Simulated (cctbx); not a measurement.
# Interatomic vectors of Ba2TbInS5

Space group Cmc2_1 (no. 36), a = 4.1250 Å, b = 18.1640 Å, c = 12.9350 Å, α = 90.00°, β = 90.00°, γ = 90.00°, content Tb4 Ba8 In4 S20.

Simulated single-crystal data (cctbx): Ag Kα, λ = 0.56087 Å, to d = 0.8 Å, 80 % of the full sphere, strongest reflection 20000 counts, noise from counting, a 1.5 % proportional error and a noise floor of 8 counts (s.d.); no absorption, some extinction.

Patterson synthesis from sharpened amplitudes, origin scaled to 1000:

```text
Patterson group C m m m
      u       v       w   height  length (A)
  0.000   0.000   0.000   1000.0     0.00
  0.000   0.418   0.500    215.3     9.98
  0.000   0.089   0.336    176.8     4.64
  0.000   0.341   0.198    156.8     6.70
  0.000   0.321   0.150    152.4     6.15
  0.000   0.252   0.500    147.4     7.92
  0.000   0.237   0.419    135.8     6.93
  0.000   0.000   0.367    119.0     4.75
  0.000   0.348   0.079    114.6     6.41
  0.000   0.253   0.134    113.5     4.92
  0.000   0.500   0.150     96.4     9.29
  0.000   0.419   0.378     94.1     9.05
  0.000   0.436   0.262     90.6     8.61
  0.000   0.108   0.500     81.3     6.76
```

**Question.** Which atom pairs make the peaks, and where is the heaviest atom?

A peak at u stands for all pairs with xi − xj = u, with weight Σ ZiZj against Σ Z² = 56712 at the origin. Peak heights follow these weights only roughly, since form factors, motion and series ripples differ, all vectors within 0.55 Å of a peak are counted as merged into it though the farther ones add only part of their weight, and F(000) is left out, which lowers the whole map:

| u | v | w | shortest length (Å) | height | 1000 ΣZiZj/ΣZ² | pairs in the cell |
| --- | --- | --- | --- | --- | --- | --- |
| 0.000 | 0.418 | 0.500 | 6.95 | 215 | 295 | 2 × Tb–Tb, 4 × Tb–S, 4 × Ba–S, 2 × S–S |
| 0.000 | 0.089 | 0.336 | 4.64 | 177 | 242 | 2 × Tb–Ba, 4 × Tb–S, 2 × Ba–S, 2 × S–S |
| 0.000 | 0.341 | 0.198 | 4.38 | 157 | 275 | 4 × Tb–Ba, 4 × S–S |
| 0.000 | 0.321 | 0.150 | 4.31 | 152 | 243 | 2 × Tb–Ba, 2 × Ba–In, 4 × S–S |
| 0.000 | 0.252 | 0.500 | 7.92 | 147 | 295 | 4 × Ba–Ba, 4 × Tb–S |
| 0.000 | 0.237 | 0.419 | 6.92 | 136 | 149 | 2 × Tb–In, 2 × In–S, 2 × S–S |
| 0.000 | 0.000 | 0.367 | 4.75 | 119 | 221 | 4 × Ba–Ba |
| 0.000 | 0.348 | 0.079 | 3.59 | 115 | 121 | 2 × Tb–In, 2 × S–S |
| 0.000 | 0.253 | 0.134 | 4.91 | 114 | 111 | 2 × Ba–Ba |
| 0.000 | 0.500 | 0.150 | 2.83 | 96 | 265 | 8 × Tb–S, 4 × Ba–S, 4 × In–S |

The table stops at ten peaks or at a height of 45, below which ripples compete. In the model behind the data Tb, the heaviest element, has 1 independent site: (0, 0.2096, 0.5185), up to an allowed shift of origin; the Tb–Tb vectors are differences of these positions and their symmetry mates. Elements of similar Z can't be told apart from the map alone. The whole model:

```csv
atom,mult.,x,y,z,Ueq (Å²)
Tb1,4,0,0.2096,0.5185,0.0210
Ba1,4,0,0.1170,0.1808,0.0158
Ba2,4,0,0.1338,0.8142,0.0195
In1,4,0,0.4457,0.9388,0.0197
S1,4,0,0.0447,0.5506,0.0186
S2,4,1/2,0.0042,0.7667,0.0284
S3,4,0,0.3152,0.8638,0.0187
S4,4,0,0.2926,0.1616,0.0254
S5,4,0,0.3584,0.4977,0.0411
```

This is a model crystal, built by substitution and not relaxed, with assumed displacement parameters.

[Logs are printed without paths, hosts, clocks, repeated set-up lines and the standing remarks that a program may print on its own settings, such as how far it seeks lower states.]
